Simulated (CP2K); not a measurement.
Consider 3-methylthiofuran at its PBE geometry (Å).

```xyz
13

C     2.3253    0.1232    0.5953
S     1.4740   -0.9363   -0.6165
C    -0.1974   -0.4513   -0.3712
C    -0.8286    0.8031   -0.7010
C    -2.1514    0.6556   -0.4103
O    -2.4037   -0.6117    0.0720
C    -1.1973   -1.2664    0.0941
H     3.3990   -0.0611    0.4646
H     2.1221    1.1837    0.4048
H     2.0339   -0.1380    1.6195
H    -0.3484    1.6849   -1.1104
H    -3.0156    1.3041   -0.4885
H    -1.2119   -2.2899    0.4477
```

Method: CP2K XAS_TDP, all-electron GAPW, PBEh(45%), aug-cc-pVDZ, TDA, GW2X-corrected core level, ZORA, spin–orbit coupling.

Q: Where do the S L₂,₃-edge lines lie, and how strong are they?

Leading lines: S2 168.28 eV. The leading line of an atom is its first one with 35 % of the strongest within 2.5 eV of its lowest line over the strength cut. Core ionisation energies at this level: S2 170.60/170.69/171.75 eV; the 2p½ level lies 1.10 eV above the 2p3/2 pair.

The first six lines of each atom with a strength over 0.0003:

```csv
atom,energy (eV),states,"strength, one atom",above the computed threshold
S2 (bonded to 2 C),167.13,1,0.0017,
,167.37,1,0.0016,
,168.06,1,0.0005,
,168.18,1,0.0015,
,168.22,1,0.0010,
,168.28,2,0.0082,
```

Lines are vertical, at one geometry, with no vibrational structure. GW2X ionisation energies and lines can be off by 1 to 2 eV either way, and a good line position may hide errors that cancel. Rydberg lines, and the discretised continuum above threshold, depend on the basis and the box.

[Banner, clock and machine lines of the logs are left out without a mark of their own.]

[Logs are printed without paths, hosts, clocks, repeated set-up lines and the standing remarks that a program may print on its own settings, such as how far it seeks lower states.]

[Hosts, paths, dates, database ids (printed as entryN), source tags and the programs' standing remarks are cut or masked in the printed files.]
